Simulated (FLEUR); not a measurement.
# FePt (Tetraferroplatinum): cost and accuracy of the basis cutoff, part 3 of 3

Wanted: the cheapest choice of the basis cutoff that holds the magnetic results of FePt (Tetraferroplatinum).

FLEUR MaX-R8.1; LDA (VWN); all-electron FLAPW, Dirac cores, scalar-relativistic bands.

So far, largest spin moment in the muffin-tin sphere (μB): step 2 (rung 1 (Kmax 2.16 1/bohr), start ferro +) 2.42; step 4 (rung 2 (Kmax 2.7 1/bohr), start ferro +) 2.93; step 5 (rung 2 (Kmax 2.7 1/bohr), start antiferro q=(0,1/2,0) +-) 2.86; step 6 (rung 3 (Kmax 3.24 1/bohr), start ferro +) 2.91; step 7 (rung 3 (Kmax 3.24 1/bohr), start antiferro q=(0,1/2,0) +-) 2.81.

**8. Rung 4 (Kmax 3.78 1/bohr), start ferro +**

The k list default-1 (kpts.xml, not shown) is a Γ-centred 10×10×10 mesh.

inp.xml reads:

```
<?xml version="1.0" encoding="UTF-8" standalone="no"?>
<fleurInput fleurInputVersion="0.39">
   <comment>
      FePt
   </comment>
   <calculationSetup>
      <cutoffs Kmax="3.78" Gmax="11.3" GmaxXC="11.3" numbands="0"/>
      <scfLoop itmax="90" minDistance="0.00002" maxIterBroyd="15" imix="Anderson" alpha="0.05" precondParam="0.5" spinf="2.0" sdNocoIR="T"/>
      <coreElectrons ctail="T" frcor="F" kcrel="0" coretail_lmax="0"/>
      <xcFunctional name="vwn" relativisticCorrections="F"/>
      <magnetism jspins="2"/>
      <soc l_soc="F" theta="0.0" phi="0.0" spav="F"/>
      <expertModes spex="0" secvar="F"/>
      <geometryOptimization l_f="F" forcealpha="1.0" forcemix="BFGS" epsdisp="0.00001" epsforce="0.00001"/>
      <ldaU l_linMix="F" mixParam="0.05" spinf="1.0"/>
   </calculationSetup>
   <cell>
      <bzIntegration valenceElectrons="32.0" mode="hist" fermiSmearingEnergy="0.00183747">
         <kPointListSelection listName="default-1"/>
         <xi:include xmlns:xi="http://www.w3.org/2001/XInclude" href="kpts.xml"> </xi:include>
      </bzIntegration>
      <xi:include xmlns:xi="http://www.w3.org/2001/XInclude" href="sym.xml"> </xi:include>
      <bulkLattice scale="1.0">
         <bravaisMatrix>
            <row-1>    5.1466691003480998     0.0000000000000000     0.0000000000000000</row-1>
            <row-2>    0.0000000000000000     5.1466691003480998     0.0000000000000000</row-2>
            <row-3>    0.0000000000000000     0.0000000000000000     7.0297811835120001</row-3>
         </bravaisMatrix>
      </bulkLattice>
   </cell>
   <atomSpecies>
      <species name="Iron (Fe) 2.800" element="Fe" atomicNumber="26">
         <mtSphere radius="2.47" gridPoints="817" logIncrement="0.015"/>
         <atomicCutoffs lmax="10" lnonsphr="8"/>
         <electronConfig flipSpins="F">
            <coreConfig>(1s1/2) (2s1/2) (2p1/2) (2p3/2)</coreConfig>
            <valenceConfig>(3s1/2) (3p1/2) (3p3/2) (4s1/2) (3d3/2) (3d5/2)</valenceConfig>
            <stateOccupation state="(3d3/2)" spinUp="1.4" spinDown="1.0"/>
            <stateOccupation state="(3d5/2)" spinUp="3.0" spinDown="0.6"/>
         </electronConfig>
         <energyParameters s="4" p="4" d="3" f="4"/>
         <lo type="SCLO" l="0" n="3" eDeriv="0"/>
         <lo type="SCLO" l="1" n="3" eDeriv="0"/>
      </species>
      <species name="Platinum (Pt)" element="Pt" atomicNumber="78">
         <mtSphere radius="2.47" gridPoints="817" logIncrement="0.016"/>
         <atomicCutoffs lmax="10" lnonsphr="8"/>
         <electronConfig flipSpins="F">
            <coreConfig>(1s1/2) (2s1/2) (2p1/2) (2p3/2) (3s1/2) (3p1/2) (3p3/2) (4s1/2) (3d3/2) (3d5/2) (4p1/2) (4p3/2) (5s1/2) (4d3/2) (4d5/2) (4f5/2) (4f7/2)</coreConfig>
            <valenceConfig>(5p1/2) (5p3/2) (6s1/2) (5d3/2) (5d5/2)</valenceConfig>
            <stateOccupation state="(6s1/2)" spinUp="0.500000" spinDown="0.500000"/>
            <stateOccupation state="(5d3/2)" spinUp="1.800000" spinDown="1.800000"/>
            <stateOccupation state="(5d5/2)" spinUp="2.700000" spinDown="2.700000"/>
         </electronConfig>
         <energyParameters s="6" p="6" d="5" f="5"/>
         <lo type="SCLO" l="1" n="5" eDeriv="0"/>
      </species>
   </atomSpecies>
   <atomGroups>
      <atomGroup species="Iron (Fe) 2.800">
         <relPos label="                   1">.0000000000 .0000000000 .0000000000</relPos>
         <force calculate="T" relaxXYZ="TTT"/>
      </atomGroup>
      <atomGroup species="Platinum (Pt)">
         <relPos label="                   2">1.000/2.000 1.000/2.000 1.000/2.000</relPos>
         <force calculate="T" relaxXYZ="TTT"/>
      </atomGroup>
   </atomGroups>
   <output dos="F" band="F" slice="F">
      <bandDOS minEnergy="-.5*Htr" maxEnergy="0.5*Htr" sigma="0.015" storeEVData="T"/>
      <plotting iplot="0" polar="F">
         <plot TwoD="T" vec1="  1.0  0.0  0.0" vec2="  0.0  1.0  0.0" vec3="  0.0  0.0  1.0" zero="  0.0  0.0  0.0" file="plot"/>
      </plotting>
      <moessbauerParams electricFieldGradient="F" isomerShift="F" coreHyperfine="F" valenceHyperfine="F"/>
   </output>
</fleurInput>
```

crystal.txt reads:

```
FePt
&input film=F cartesian=F /
2.72350000000  0.00000000000  0.00000000000
0.00000000000  2.72350000000  0.00000000000
0.00000000000  0.00000000000  3.72000000000
1.8897261246
1.0 1.0 1.0

2
26 0.00000000000  0.00000000000  0.00000000000 : 2.800
78 0.50000000000  0.50000000000  0.50000000000

&kpt div1=10 div2=10 div3=10 gamma=T /
```

The run is started by

```console
> OMP_NUM_THREADS=1 inpgen -f crystal.txt > inpgen.log  # inp.xml is then edited as shown
> OMP_NUM_THREADS=1 mpirun -n 4 fleur_MPI > fleur.log
```

Output:

```text
[banner, memory and clock lines left out]
Welcome to FLEUR        (www.flapw.de)
      MaX-Release 8.1          (www.max-centre.eu)

 ========== k-point set info ==========
 Selected k-point list: default-1
 k-point list type: mesh
 0 x 0 x 0
 Number of k points: 128

 [... set-up left out ...]
 Iteration:     1   Distance:      41.04252078 me/bohr^3
 Iteration:     2   Distance:      18.20860938 me/bohr^3
 Iteration:     3   Distance:      13.56000665 me/bohr^3
 Iteration:     4   Distance:      10.10829663 me/bohr^3
 Iteration:     5   Distance:       8.81187397 me/bohr^3
[...]
<sumOfEigenvalues value="   -12053.4533341535">
               <coreElectrons value="-12035.1499875449"/>
               <valenceElectrons value="-18.3033466086"/>
            </sumOfEigenvalues>
         [... left out ...]
            <freeEnergy value="-19707.0877209582"/>
            <extrapolationTo0K value="-19707.0875237098"/>
         </totalEnergy>
         <densityConvergence units="me/bohr^3">
            <chargeDensity spin="1" distance="0.0000039456"/>
            <chargeDensity spin="2" distance="0.0000046099"/>
            <overallChargeDensity distance="0.0000075563"/>
            <spinDensity distance="0.0000040669"/>
         </densityConvergence>
      </iteration>
```

Elapsed: 28 s, on 4 MPI ranks of Arm Neoverse V2, shared host; peak memory 0.23 GiB.

Read from the output:

```yaml
free_energy: -536257.1758 eV
program_s_band_gap_on_this_mesh_in_a_metal_only_a_level_spacing: 0.006752 eV
magnetization: 3.279 μB
final_state: ferromagnetic
largest_moment: 2.917 μB
```

The largest moment moves by +0.01 μB from rung 3, at 1.4 times its CPU time.

**9. Rung 4 (Kmax 3.78 1/bohr), start antiferro q=(0,1/2,0) +-**

The k list default-1 (kpts.xml, not shown) is a Γ-centred 10×5×10 mesh.

Edit inp.xml of step 8 so:

```diff
@@ -17,3 +17,3 @@
    <cell>
-      <bzIntegration valenceElectrons="32.0" mode="hist" fermiSmearingEnergy="0.00183747">
+      <bzIntegration valenceElectrons="64.0" mode="hist" fermiSmearingEnergy="0.00183747">
          <kPointListSelection listName="default-1"/>
@@ -25,3 +25,3 @@
             <row-1>    5.1466691003480998     0.0000000000000000     0.0000000000000000</row-1>
-            <row-2>    0.0000000000000000     5.1466691003480998     0.0000000000000000</row-2>
+            <row-2>    0.0000000000000000    10.2933382006961995     0.0000000000000000</row-2>
             <row-3>    0.0000000000000000     0.0000000000000000     7.0297811835120001</row-3>
@@ -39,2 +39,15 @@
             <stateOccupation state="(3d5/2)" spinUp="3.0" spinDown="0.6"/>
+         </electronConfig>
+         <energyParameters s="4" p="4" d="3" f="4"/>
+         <lo type="SCLO" l="0" n="3" eDeriv="0"/>
+         <lo type="SCLO" l="1" n="3" eDeriv="0"/>
+      </species>
+      <species name="Iron (Fe) -2.800" element="Fe" atomicNumber="26">
+         <mtSphere radius="2.47" gridPoints="817" logIncrement="0.015"/>
+         <atomicCutoffs lmax="10" lnonsphr="8"/>
+         <electronConfig flipSpins="F">
+            <coreConfig>(1s1/2) (2s1/2) (2p1/2) (2p3/2)</coreConfig>
+            <valenceConfig>(3s1/2) (3p1/2) (3p3/2) (4s1/2) (3d3/2) (3d5/2)</valenceConfig>
+            <stateOccupation state="(3d3/2)" spinUp="1.0" spinDown="1.4"/>
+            <stateOccupation state="(3d5/2)" spinUp="0.6" spinDown="3.0"/>
          </electronConfig>
@@ -63,4 +76,9 @@
       </atomGroup>
+      <atomGroup species="Iron (Fe) -2.800">
+         <relPos label="                   2">.0000000000 1.000/2.000 .0000000000</relPos>
+         <force calculate="T" relaxXYZ="TTT"/>
+      </atomGroup>
       <atomGroup species="Platinum (Pt)">
-         <relPos label="                   2">1.000/2.000 1.000/2.000 1.000/2.000</relPos>
+         <relPos label="                   3">1.000/2.000 1.000/4.000 1.000/2.000</relPos>
+         <relPos label="                   4">1.000/2.000 -1.000/4.000 1.000/2.000</relPos>
          <force calculate="T" relaxXYZ="TTT"/>
```

crystal.txt reads:

```
FePt
&input film=F cartesian=F /
2.72350000000  0.00000000000  0.00000000000
0.00000000000  5.44700000000  0.00000000000
0.00000000000  0.00000000000  3.72000000000
1.8897261246
1.0 1.0 1.0

4
26 0.00000000000  0.00000000000  0.00000000000 : 2.800
26 0.00000000000  0.50000000000  0.00000000000 : -2.800
78 0.50000000000  0.25000000000  0.50000000000
78 0.50000000000  0.75000000000  0.50000000000

&kpt div1=10 div2=5 div3=10 gamma=T /
```

Output:

```text
[banner, memory and clock lines left out]
Welcome to FLEUR        (www.flapw.de)
      MaX-Release 8.1          (www.max-centre.eu)

 ========== k-point set info ==========
 Selected k-point list: default-1
 k-point list type: mesh
 10 x 5 x 10
 Number of k points: 108

 [... set-up left out ...]
 Iteration:     1   Distance:      39.74401510 me/bohr^3
 Iteration:     2   Distance:      19.01193245 me/bohr^3
 Iteration:     3   Distance:      13.66641539 me/bohr^3
 Iteration:     4   Distance:      10.09138229 me/bohr^3
 Iteration:     5   Distance:       5.57206682 me/bohr^3
[...]
<sumOfEigenvalues value="   -24107.4267936650">
               <coreElectrons value="-24070.7484323641"/>
               <valenceElectrons value="-36.6783613009"/>
            </sumOfEigenvalues>
         [... left out ...]
            <freeEnergy value="-39414.1751278810"/>
            <extrapolationTo0K value="-39414.1745278854"/>
         </totalEnergy>
         <densityConvergence units="me/bohr^3">
            <chargeDensity spin="1" distance="0.0000048297"/>
            <chargeDensity spin="2" distance="0.0000048296"/>
            <overallChargeDensity distance="0.0000079129"/>
            <spinDensity distance="0.0000055397"/>
         </densityConvergence>
      </iteration>
```

Run time: 1.8 min. Hardware: 4 MPI ranks; peak memory 0.37 GiB.

Read from the output:

- free energy: -1072514.3430 eV
- program's band gap on this mesh (in a metal only a level spacing): 0.008254 eV
- magnetization: 0 μB
- final state: antiferromagnetic
- largest moment: 2.820 μB

This start lies +4.3 meV a seeded atom from the first, a change of +3.4 meV since rung 3; its largest moment is 2.82 μB.

**10. Rung 5 (Kmax 4.32 1/bohr), start ferro +**

The k list default-1 (kpts.xml, not shown) is a Γ-centred 10×10×10 mesh.

Edit inp.xml of step 9 so:

```diff
@@ -6,3 +6,3 @@
    <calculationSetup>
-      <cutoffs Kmax="3.78" Gmax="11.3" GmaxXC="11.3" numbands="0"/>
+      <cutoffs Kmax="4.32" Gmax="13.0" GmaxXC="13.0" numbands="0"/>
       <scfLoop itmax="90" minDistance="0.00002" maxIterBroyd="15" imix="Anderson" alpha="0.05" precondParam="0.5" spinf="2.0" sdNocoIR="T"/>
@@ -17,3 +17,3 @@
    <cell>
-      <bzIntegration valenceElectrons="64.0" mode="hist" fermiSmearingEnergy="0.00183747">
+      <bzIntegration valenceElectrons="32.0" mode="hist" fermiSmearingEnergy="0.00183747">
          <kPointListSelection listName="default-1"/>
@@ -25,3 +25,3 @@
             <row-1>    5.1466691003480998     0.0000000000000000     0.0000000000000000</row-1>
-            <row-2>    0.0000000000000000    10.2933382006961995     0.0000000000000000</row-2>
+            <row-2>    0.0000000000000000     5.1466691003480998     0.0000000000000000</row-2>
             <row-3>    0.0000000000000000     0.0000000000000000     7.0297811835120001</row-3>
@@ -39,15 +39,2 @@
             <stateOccupation state="(3d5/2)" spinUp="3.0" spinDown="0.6"/>
-         </electronConfig>
-         <energyParameters s="4" p="4" d="3" f="4"/>
-         <lo type="SCLO" l="0" n="3" eDeriv="0"/>
-         <lo type="SCLO" l="1" n="3" eDeriv="0"/>
-      </species>
-      <species name="Iron (Fe) -2.800" element="Fe" atomicNumber="26">
-         <mtSphere radius="2.47" gridPoints="817" logIncrement="0.015"/>
-         <atomicCutoffs lmax="10" lnonsphr="8"/>
-         <electronConfig flipSpins="F">
-            <coreConfig>(1s1/2) (2s1/2) (2p1/2) (2p3/2)</coreConfig>
-            <valenceConfig>(3s1/2) (3p1/2) (3p3/2) (4s1/2) (3d3/2) (3d5/2)</valenceConfig>
-            <stateOccupation state="(3d3/2)" spinUp="1.0" spinDown="1.4"/>
-            <stateOccupation state="(3d5/2)" spinUp="0.6" spinDown="3.0"/>
          </electronConfig>
@@ -76,9 +63,4 @@
       </atomGroup>
-      <atomGroup species="Iron (Fe) -2.800">
-         <relPos label="                   2">.0000000000 1.000/2.000 .0000000000</relPos>
-         <force calculate="T" relaxXYZ="TTT"/>
-      </atomGroup>
       <atomGroup species="Platinum (Pt)">
-         <relPos label="                   3">1.000/2.000 1.000/4.000 1.000/2.000</relPos>
-         <relPos label="                   4">1.000/2.000 -1.000/4.000 1.000/2.000</relPos>
+         <relPos label="                   2">1.000/2.000 1.000/2.000 1.000/2.000</relPos>
          <force calculate="T" relaxXYZ="TTT"/>
```

crystal.txt reads:

```
FePt
&input film=F cartesian=F /
2.72350000000  0.00000000000  0.00000000000
0.00000000000  2.72350000000  0.00000000000
0.00000000000  0.00000000000  3.72000000000
1.8897261246
1.0 1.0 1.0

2
26 0.00000000000  0.00000000000  0.00000000000 : 2.800
78 0.50000000000  0.50000000000  0.50000000000

&kpt div1=10 div2=10 div3=10 gamma=T /
```

Output:

```text
[banner, memory and clock lines left out]
Welcome to FLEUR        (www.flapw.de)
      MaX-Release 8.1          (www.max-centre.eu)

 ========== k-point set info ==========
 Selected k-point list: default-1
 k-point list type: mesh
 0 x 0 x 0
 Number of k points: 128

 [... set-up left out ...]
 Iteration:     1   Distance:      41.03102985 me/bohr^3
 Iteration:     2   Distance:      18.06002715 me/bohr^3
 Iteration:     3   Distance:      13.42562777 me/bohr^3
 Iteration:     4   Distance:      10.14078456 me/bohr^3
 Iteration:     5   Distance:       8.83529140 me/bohr^3
[...]
<sumOfEigenvalues value="   -12050.9116259561">
               <coreElectrons value="-12033.3689052304"/>
               <valenceElectrons value="-17.5427207257"/>
            </sumOfEigenvalues>
         [... left out ...]
            <freeEnergy value="-19707.0890400709"/>
            <extrapolationTo0K value="-19707.0888435730"/>
         </totalEnergy>
         <densityConvergence units="me/bohr^3">
            <chargeDensity spin="1" distance="0.0000035466"/>
            <chargeDensity spin="2" distance="0.0000037342"/>
            <overallChargeDensity distance="0.0000066355"/>
            <spinDensity distance="0.0000030026"/>
         </densityConvergence>
      </iteration>
```

Run time: 44 s. Hardware: 4 MPI ranks; peak memory 0.25 GiB; 2.9 min of CPU time.

Read from the output:

* free energy: -536257.2117 eV
* program's band gap on this mesh (in a metal only a level spacing): 0.006276 eV
* magnetization: 3.280 μB
* final state: ferromagnetic
* largest moment: 2.918 μB

The largest moment is that of rung 4, at 1.6 times its CPU time.

**11. Rung 5 (Kmax 4.32 1/bohr), start antiferro q=(0,1/2,0) +-**

The k list default-1 (kpts.xml, not shown) is a Γ-centred 10×5×10 mesh.

Edit inp.xml of step 10 so:

```diff
@@ -17,3 +17,3 @@
    <cell>
-      <bzIntegration valenceElectrons="32.0" mode="hist" fermiSmearingEnergy="0.00183747">
+      <bzIntegration valenceElectrons="64.0" mode="hist" fermiSmearingEnergy="0.00183747">
          <kPointListSelection listName="default-1"/>
@@ -25,3 +25,3 @@
             <row-1>    5.1466691003480998     0.0000000000000000     0.0000000000000000</row-1>
-            <row-2>    0.0000000000000000     5.1466691003480998     0.0000000000000000</row-2>
+            <row-2>    0.0000000000000000    10.2933382006961995     0.0000000000000000</row-2>
             <row-3>    0.0000000000000000     0.0000000000000000     7.0297811835120001</row-3>
@@ -39,2 +39,15 @@
             <stateOccupation state="(3d5/2)" spinUp="3.0" spinDown="0.6"/>
+         </electronConfig>
+         <energyParameters s="4" p="4" d="3" f="4"/>
+         <lo type="SCLO" l="0" n="3" eDeriv="0"/>
+         <lo type="SCLO" l="1" n="3" eDeriv="0"/>
+      </species>
+      <species name="Iron (Fe) -2.800" element="Fe" atomicNumber="26">
+         <mtSphere radius="2.47" gridPoints="817" logIncrement="0.015"/>
+         <atomicCutoffs lmax="10" lnonsphr="8"/>
+         <electronConfig flipSpins="F">
+            <coreConfig>(1s1/2) (2s1/2) (2p1/2) (2p3/2)</coreConfig>
+            <valenceConfig>(3s1/2) (3p1/2) (3p3/2) (4s1/2) (3d3/2) (3d5/2)</valenceConfig>
+            <stateOccupation state="(3d3/2)" spinUp="1.0" spinDown="1.4"/>
+            <stateOccupation state="(3d5/2)" spinUp="0.6" spinDown="3.0"/>
          </electronConfig>
@@ -63,4 +76,9 @@
       </atomGroup>
+      <atomGroup species="Iron (Fe) -2.800">
+         <relPos label="                   2">.0000000000 1.000/2.000 .0000000000</relPos>
+         <force calculate="T" relaxXYZ="TTT"/>
+      </atomGroup>
       <atomGroup species="Platinum (Pt)">
-         <relPos label="                   2">1.000/2.000 1.000/2.000 1.000/2.000</relPos>
+         <relPos label="                   3">1.000/2.000 1.000/4.000 1.000/2.000</relPos>
+         <relPos label="                   4">1.000/2.000 -1.000/4.000 1.000/2.000</relPos>
          <force calculate="T" relaxXYZ="TTT"/>
```

crystal.txt reads:

```
FePt
&input film=F cartesian=F /
2.72350000000  0.00000000000  0.00000000000
0.00000000000  5.44700000000  0.00000000000
0.00000000000  0.00000000000  3.72000000000
1.8897261246
1.0 1.0 1.0

4
26 0.00000000000  0.00000000000  0.00000000000 : 2.800
26 0.00000000000  0.50000000000  0.00000000000 : -2.800
78 0.50000000000  0.25000000000  0.50000000000
78 0.50000000000  0.75000000000  0.50000000000

&kpt div1=10 div2=5 div3=10 gamma=T /
```

Output:

```text
[banner, memory and clock lines left out]
Welcome to FLEUR        (www.flapw.de)
      MaX-Release 8.1          (www.max-centre.eu)

 ========== k-point set info ==========
 Selected k-point list: default-1
 k-point list type: mesh
 10 x 5 x 10
 Number of k points: 108

 [... set-up left out ...]
 Iteration:     1   Distance:      39.72579554 me/bohr^3
 Iteration:     2   Distance:      18.87080880 me/bohr^3
 Iteration:     3   Distance:      13.52989436 me/bohr^3
 Iteration:     4   Distance:      10.09243043 me/bohr^3
 Iteration:     5   Distance:       5.56819142 me/bohr^3
[...]
<sumOfEigenvalues value="   -24102.3458498917">
               <coreElectrons value="-24067.1882385876"/>
               <valenceElectrons value="-35.1576113041"/>
            </sumOfEigenvalues>
         [... left out ...]
            <freeEnergy value="-39414.1777674007"/>
            <extrapolationTo0K value="-39414.1771684981"/>
         </totalEnergy>
         <densityConvergence units="me/bohr^3">
            <chargeDensity spin="1" distance="0.0000060907"/>
            <chargeDensity spin="2" distance="0.0000060927"/>
            <overallChargeDensity distance="0.0000091910"/>
            <spinDensity distance="0.0000079975"/>
         </densityConvergence>
      </iteration>
```

Run time: 3.1 min. Hardware: 4 MPI ranks; peak memory 0.41 GiB.

Read from the output:

| Quantity | Value |
| --- | --- |
| free energy | -1072514.4148 eV |
| program's band gap on this mesh (in a metal only a level spacing) | 0.008541 eV |
| magnetization | 0 μB |
| final state | antiferromagnetic |
| largest moment | 2.820 μB |

This start lies +4.3 meV a seeded atom from the first, a change of -0.0 meV since rung 4; its largest moment is 2.82 μB.

**12. The rungs together**

Ladder, by row:

| rung | Kmax (1/bohr) | state from the first start | state from the second start | second less first (meV a seeded atom) | moment, first (μB) | moment, second (μB) | CPU time (s), all starts |
| --- | --- | --- | --- | --- | --- | --- | --- |
| 1 | 2.16 | ferromagnetic | antiferromagnetic | -26.61 | 2.417 | 2.354 | 225.3 |
| 2 | 2.7 | ferromagnetic | antiferromagnetic | 23.67 | 2.93 | 2.855 | 256.3 |
| 3 | 3.24 | ferromagnetic | antiferromagnetic | 0.8236 | 2.912 | 2.813 | 358.5 |
| 4 | 3.78 | ferromagnetic | antiferromagnetic | 4.273 | 2.917 | 2.82 | 531.1 |
| 5 | 4.32 | ferromagnetic | antiferromagnetic | 4.255 | 2.918 | 2.82 | 919.8 |

**13. Outcome**

```yaml
range_of_the_moment_in_the_table_first_start: 2.42 to 2.93 μB
range_of_cpu_time: 3.8 min to 15 min
range_of_the_energy_difference: -26.6 to 23.7 meV a seeded atom
first_rung_from_which_all_stay_within_2_mev_of_the_last_moments_within_0p06_mu_b: 4
```

In words: From rung 4 on the result stays within 0.018 meV of the last rung, inside the margin of 2 meV (5 % of the last value, 2 meV at least; moments within 0.06 μB), at 58 % of the last rung's cost. The sign of the difference changes along the ladder, so the order that comes out lowest hangs on the rung. Differences are of free energies, so a wide smearing enters them.

[Logs and program files are shortened in this print: banners, set-up blocks, solver, clock and traceback lines can be left out without a mark of their own.]

[Logs are printed without paths, hosts, clocks, repeated set-up lines and the standing remarks that a program may print on its own settings, such as how far it seeks lower states.]

[Hosts, paths, dates, database ids (printed as entryN), source tags and the programs' standing remarks are cut or masked in the printed files.]

[Where a cell is said to come from a database of computed structures, the database is the Materials Project.]
